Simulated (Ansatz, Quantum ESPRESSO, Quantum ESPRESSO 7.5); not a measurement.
# Complex bands of KF, rock salt type, lattice constant set to 5.338 Å

How good a tunnel barrier is KF, rock salt type, lattice constant set to 5.338 Å?

Program: Quantum ESPRESSO 7.5. Level of theory: plane-wave DFT, LDA, GBRV ultrasoft pseudopotentials (cross-check by Ansatz 0.2.0 with PAW datasets). Results are calculated unless marked as measured.

The structure was built from a prototype and need not be the compound's stable phase.

## (1) The structure

Symmetry: Fm-3m, No. 225, cubic system. Conventional cell: a = 5.338 Å, b = 5.338 Å, c = 5.338 Å, α = 90.00°, β = 90.00°, γ = 90.00°. K has 6 F at 2.67 Å nearest. Nearest to F lie 6 K at 2.67 Å. Farther neighbours and most contacts between anions are not listed.

## (2) Self-consistent run

pwcond needs a cell whose third axis lies along the current and stands perpendicular to the other two.

Input file scf.in:

```
&control
  prefix = 'scf'
  outdir = './out'
  pseudo_dir = './pseudo'
  calculation = 'scf'
  tprnfor = .true.
/
&system
  ibrav = 0
  nat = 4
  ntyp = 2
  ecutwfc = 40
  ecutrho = 200
  occupations = 'fixed'
  nbnd = 20
/
&electrons
  conv_thr = 1e-09
  mixing_beta = 0.6
  electron_maxstep = 120
/
ATOMIC_SPECIES
  K   39.0983  k_lda_v1.4.uspp.F.UPF
  F   18.9984  f_lda_v1.4.uspp.F.UPF
CELL_PARAMETERS angstrom
  3.77453599797379 0.00000000000000 0.00000000000000
  0.00000000000000 3.77453599797379 0.00000000000000
  0.00000000000000 0.00000000000000 5.33800000000000
ATOMIC_POSITIONS crystal
  K   0.000000000000 0.000000000000 0.000000000000
  F   0.500000000000 0.500000000000 0.000000000000
  K   0.500000000000 0.500000000000 0.500000000000
  F   0.000000000000 0.000000000000 0.500000000000
K_POINTS automatic
  6 6 6 0 0 0
```

Run with:

```
$ OMP_NUM_THREADS=1 mpirun -n 2 pw.x -nk 2 -in scf.in > scf.out
```

The program printed:

```text
Program PWSCF v.7.5 starts
[citation notice left out]

     Parallel version (MPI & OpenMP), running on       2 processor cores
     Number of MPI processes:                 2
     Threads/MPI process:                     1

     MPI processes distributed on     1 nodes
[...]
Current dimensions of program PWSCF are:
     Max number of different atomic species (ntypx) = 10
     Max number of k-points (npk) =  40000
     Max angular momentum in pseudopotentials (lmaxx) =  4
     Found identity + ( -0.5000 -0.5000 -0.5000) symmetry
     This is a supercell, fractional translations are disabled
     Message from routine setup:
     using ibrav=0 with symmetry is DISCOURAGED, use correct ibrav instead

     K-points division:     npool     =       2
     Subspace diagonalization in iterative solution of the eigenvalue problem:
     a serial algorithm will be used

     G-vector sticks info
     --------------------
     sticks:   dense  smooth     PW     G-vecs:    dense   smooth      PW
     Sum         805     657    193                24473    17545    2983

     Using Slab Decomposition

     bravais-lattice index     =            0
     lattice parameter (alat)  =       7.1328  a.u.
     unit-cell volume          =     513.2185 (a.u.)^3
     number of atoms/cell      =            4
     number of atomic types    =            2
     number of electrons       =        32.00
     number of Kohn-Sham states=           20
     kinetic-energy cutoff     =      40.0000  Ry
     charge density cutoff     =     200.0000  Ry
     scf convergence threshold =      1.0E-09
     mixing beta               =       0.6000
     number of iterations used =            8  plain     mixing
     Exchange-correlation=  SLA  PZ   NOGX NOGC
                           (   1   1   0   0   0   0   0)

     celldm(1)=   7.132839  celldm(2)=   0.000000  celldm(3)=   0.000000
     celldm(4)=   0.000000  celldm(5)=   0.000000  celldm(6)=   0.000000

     crystal axes: (cart. coord. in units of alat)
               a(1) = (   1.000000   0.000000   0.000000 )
               a(2) = (   0.000000   1.000000   0.000000 )
               a(3) = (   0.000000   0.000000   1.414214 )

     reciprocal axes: (cart. coord. in units 2 pi/alat)
               b(1) = (  1.000000  0.000000  0.000000 )
               b(2) = (  0.000000  1.000000  0.000000 )
               b(3) = (  0.000000  0.000000  0.707107 )

     PseudoPot. # 1 for K  read from file:
     ./pseudo/k_lda_v1.4.uspp.F.UPF
     Pseudo is Ultrasoft + core correction, Zval =  9.0
     Generated by new atomic code, or converted to UPF format
     Using radial grid of  841 points,  6 beta functions with:
                l(1) =   0
                l(2) =   0
                l(3) =   1
                l(4) =   1
                l(5) =   2
                l(6) =   2
     Q(r) pseudized with  6 coefficients,  rinner =    1.500   1.500   1.500
                                                       1.500   1.500

     PseudoPot. # 2 for F  read from file:
     ./pseudo/f_lda_v1.4.uspp.F.UPF
     Pseudo is Ultrasoft, Zval =  7.0
     Generated by new atomic code, or converted to UPF format
     Using radial grid of  799 points,  4 beta functions with:
                l(1) =   0
                l(2) =   0
                l(3) =   1
                l(4) =   1
     Q(r) pseudized with  8 coefficients,  rinner =    0.950   0.950   0.950

     atomic species   valence    mass     pseudopotential
     K                 9.00    39.09830     K ( 1.00)
     F                 7.00    18.99840     F ( 1.00)

     16 Sym. Ops., with inversion, found

   Cartesian axes

     site n.     atom                  positions (alat units)
         1        K      tau(   1) = (   0.0000000   0.0000000   0.0000000  )
         2        F      tau(   2) = (   0.5000000   0.5000000   0.0000000  )
         3        K      tau(   3) = (   0.5000000   0.5000000   0.7071068  )
         4        F      tau(   4) = (   0.0000000   0.0000000   0.7071068  )

     number of k points=    40
                       cart. coord. in units 2pi/alat
        k(    1) = (   0.0000000   0.0000000   0.0000000), wk =   0.0092593
        k(    2) = (   0.0000000   0.0000000   0.1178511), wk =   0.0185185
        k(    3) = (   0.0000000   0.0000000   0.2357023), wk =   0.0185185
        k(    4) = (   0.0000000   0.0000000  -0.3535534), wk =   0.0092593
        k(    5) = (   0.0000000   0.1666667   0.0000000), wk =   0.0370370
        k(    6) = (   0.0000000   0.1666667   0.1178511), wk =   0.0740741
        k(    7) = (   0.0000000   0.1666667   0.2357023), wk =   0.0740741
        k(    8) = (   0.0000000   0.1666667  -0.3535534), wk =   0.0370370
        k(    9) = (   0.0000000   0.3333333   0.0000000), wk =   0.0370370
        k(   10) = (   0.0000000   0.3333333   0.1178511), wk =   0.0740741
[...]
k(   40) = (  -0.5000000  -0.5000000  -0.3535534), wk =   0.0092593

     Dense  grid:    24473 G-vectors     FFT dimensions: (  36,  36,  45)

     Smooth grid:    17545 G-vectors     FFT dimensions: (  30,  30,  45)

     Estimated max dynamical RAM per process >      68.61 MB

     Estimated total dynamical RAM >     131.24 MB

     Initial potential from superposition of free atoms

     starting charge      30.9944, renormalised to      32.0000
     Starting wfcs are   24 randomized atomic wfcs

     total cpu time spent up to now is        1.1 secs

     per-process dynamical memory:    36.3 Mb

     Self-consistent Calculation

     iteration #  1     ecut=    40.00 Ry     beta= 0.60
     Davidson diagonalization with overlap
     ethr =  1.00E-02,  avg # of iterations =  6.7

     Threshold (ethr) on eigenvalues was too large:
     Diagonalizing with lowered threshold

     Davidson diagonalization with overlap
     ethr =  9.45E-04,  avg # of iterations =  2.8

     total cpu time spent up to now is        2.8 secs

     total energy              =    -211.45032401 Ry
     estimated scf accuracy    <       0.24466428 Ry

     iteration #  2     ecut=    40.00 Ry     beta= 0.60
[...]
total energy              =    -211.50537888 Ry
     estimated scf accuracy    <       0.09443507 Ry

     iteration #  3     ecut=    40.00 Ry     beta= 0.60
[...]
total energy              =    -211.52831833 Ry
     estimated scf accuracy    <       0.00389764 Ry

     iteration #  4     ecut=    40.00 Ry     beta= 0.60
[...]
c_bands:  1 eigenvalues not converged
     c_bands:  1 eigenvalues not converged
[...]
total energy              =    -211.52982940 Ry
     estimated scf accuracy    <       0.00030677 Ry

     iteration #  5     ecut=    40.00 Ry     beta= 0.60
[...]
total energy              =    -211.52994468 Ry
     estimated scf accuracy    <       0.00007727 Ry

     iteration #  6     ecut=    40.00 Ry     beta= 0.60
[...]
total energy              =    -211.52994100 Ry
     estimated scf accuracy    <       0.00001751 Ry

     iteration #  7     ecut=    40.00 Ry     beta= 0.60
[...]
total energy              =    -211.52994672 Ry
     estimated scf accuracy    <       0.00001994 Ry

     iteration #  8     ecut=    40.00 Ry     beta= 0.60
[...]
total energy              =    -211.52995065 Ry
     estimated scf accuracy    <       0.00000004 Ry

     iteration #  9     ecut=    40.00 Ry     beta= 0.60
[...]
total energy              =    -211.52995098 Ry
     estimated scf accuracy    <       0.00000011 Ry

     iteration # 10     ecut=    40.00 Ry     beta= 0.60
[...]
total energy              =    -211.52995096 Ry
     estimated scf accuracy    <       0.00000005 Ry

     iteration # 11     ecut=    40.00 Ry     beta= 0.60
[...]
End of self-consistent calculation

          k = 0.0000 0.0000 0.0000 (  2173 PWs)   bands (ev):

   -24.5841 -24.4559 -17.1807 -17.1606  -8.6218  -8.2373  -8.2373  -8.0047
    -8.0047  -8.0047   0.8692   1.0252   1.0252   1.0793   1.0793   1.0793
     6.8879   9.0051  11.2252  11.6248

          k = 0.0000 0.0000 0.1179 (  2172 PWs)   bands (ev):

   -24.5749 -24.4638 -17.1865 -17.1688  -8.5477  -8.2214  -8.2214  -8.0207
    -8.0207  -8.0118   0.7891   0.9452   1.0239   1.0239   1.0701   1.0701
     7.1513   9.1220  10.6978  11.3312

          k = 0.0000 0.0000 0.2357 (  2172 PWs)   bands (ev):

   -24.5502 -24.4860 -17.1969 -17.1863  -8.3682  -8.1791  -8.1791  -8.0635
    -8.0635  -8.0553   0.6293   0.6934   1.0237   1.0237   1.0495   1.0495
     7.8247   9.4656   9.7248  10.6840

          k = 0.0000 0.0000-0.3536 (  2188 PWs)   bands (ev):

   -24.5175 -24.5175 -17.1985 -17.1985  -8.1780  -8.1779  -8.1216  -8.1216
    -8.1216  -8.1216   0.5622   0.5622   1.0312   1.0312   1.0312   1.0312
     8.7224   8.7224  10.0085  10.0085

          k = 0.0000 0.1667 0.0000 (  2205 PWs)   bands (ev):

   -24.5663 -24.4549 -17.1944 -17.1769  -8.5724  -8.2493  -8.2044  -8.0463
    -8.0374  -8.0023   0.8723   0.8752   0.8855   0.9504   0.9926   1.0599
     7.4044   9.3823  11.6262  11.9419

          k = 0.0000 0.1667 0.1179 (  2192 PWs)   bands (ev):

   -24.5582 -24.4617 -17.2004 -17.1850  -8.5062  -8.2323  -8.1909  -8.0809
    -8.0157  -8.0157   0.7666   0.8273   0.8942   0.9480   0.9840   0.9840
     7.6473   9.4849  10.9377  11.1864

[...]
highest occupied, lowest unoccupied level (ev):     1.0793    6.8879

!    total energy              =    -211.52995097 Ry
     estimated scf accuracy    <          2.4E-10 Ry

     The total energy is the sum of the following terms:
     one-electron contribution =     -87.60786540 Ry
     hartree contribution      =      57.74271049 Ry
     xc contribution           =     -36.26727783 Ry
     ewald contribution        =    -145.39751823 Ry

     convergence has been achieved in  11 iterations

     Forces acting on atoms (cartesian axes, Ry/au):

     atom    1 type  1   force =     0.00000000    0.00000000    0.00000000
     atom    2 type  2   force =     0.00000000    0.00000000    0.00000000
     atom    3 type  1   force =     0.00000000    0.00000000    0.00000000
     atom    4 type  2   force =     0.00000000    0.00000000    0.00000000

     Total force =     0.000000     Total SCF correction =     0.000000

[...]
=------------------------------------------------------------------------------=
   JOB DONE.
=------------------------------------------------------------------------------=
```

Run time: 14 s. Hardware: 2 MPI ranks of Intel Xeon Platinum 8375C at 2.90GHz (Ice Lake), shared host; peak memory 0.23 GiB; 27 s of CPU time.

Read from the output:

| Item | Value |
| --- | --- |
| free energy | -2878.0116 eV |
| valence top, on the run's zero | 1.079 eV |
| conduction bottom, on the run's zero | 6.888 eV |
| gap by band count | 5.809 eV |

The program's own clock; routines nest. Time by routine:

```
     routine  wall time (s)  calls
       PWSCF          12.96      1
   electrons          11.73      1
     c_bands            9.8     12
     cegterg           8.34    240
       h_psi           6.27   1315
        fftw           5.51  34026
    vloc_psi           5.38   1315
    sum_band           1.58     12
    init_run           0.99      1
      calbec           0.61   1635
h_psi:calbec           0.45   1315
     cdiaghg           0.43   1275
  add_vuspsi           0.39   1315
     wfcinit           0.38      1
```

The run needed 11 iterations to bring the estimated error under 1e-09 Ry.

(Part 1 of 4 ends here.)

[Logs are printed without paths, hosts, clocks, repeated set-up lines and the standing remarks that a program may print on its own settings, such as how far it seeks lower states.]

[Hosts, paths, dates, database ids (printed as entryN), source tags and the programs' standing remarks are cut or masked in the printed files.]

[Maps of the electrostatic potential energy from Ansatz leave out the sawtooth potential of an applied field or a dipole correction, so their vacuum need not be flat; planar profiles and work functions include it.]
